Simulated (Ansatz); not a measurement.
The compound is SrVO3 (Pm-3m).

```cif
data_structure
_symmetry_space_group_name_H-M 'P 1'
_symmetry_Int_Tables_number 1
_cell_length_a 3.8409
_cell_length_b 3.8409
_cell_length_c 3.8409
_cell_angle_alpha 90.000
_cell_angle_beta 90.000
_cell_angle_gamma 90.000
_cell_volume 56.66
loop_
_atom_site_label
_atom_site_type_symbol
_atom_site_fract_x
_atom_site_fract_y
_atom_site_fract_z
_atom_site_occupancy
Sr1 Sr 0.50000 0.50000 0.50000 1
V2 V 0.00000 0.00000 0.00000 1
O3 O 0.50000 0.00000 0.00000 1
O4 O 0.00000 0.50000 0.00000 1
O5 O 0.00000 0.00000 0.50000 1
```

The cell and positions come from the Crystallography Open Database and are kept as given unless a step says otherwise. The program's search for lower electronic states was switched off, so nothing shows that the state found is the lowest. PAW set soft_2, made with PBE.

A constrained-RPA run (Ansatz 0.2.0; non-magnetic PBEsol; V t2g, bands v1 to c2, 6×6×6 mesh, medium accuracy) builds 3 functions on bands 2.5 eV wide, with 1.0 electrons in the window. The bare on-site interaction is 16.1 eV and the bare J 0.56 eV.

What U and J survive the screening?

On the V t2g shell, U = 3.23 eV (20 % of the bare value), U′ = 2.37 eV, J = 0.41 eV.

The parent state is non-magnetic and the interaction static (zero frequency); U depends on the window and the orbitals, so it belongs to this model alone.

[Paths, hosts, dates, memory and timing lines, banners, echoed tables and standing remarks are left out of the program output.]

[Logs are printed without paths, hosts, clocks, repeated set-up lines and the standing remarks that a program may print on its own settings, such as how far it seeks lower states.]

[Runs of the session that timed out or met a known fault of the program may be left out.]

[Hosts, paths, dates, database ids (printed as entryN), source tags and the programs' standing remarks are cut or masked in the printed files.]
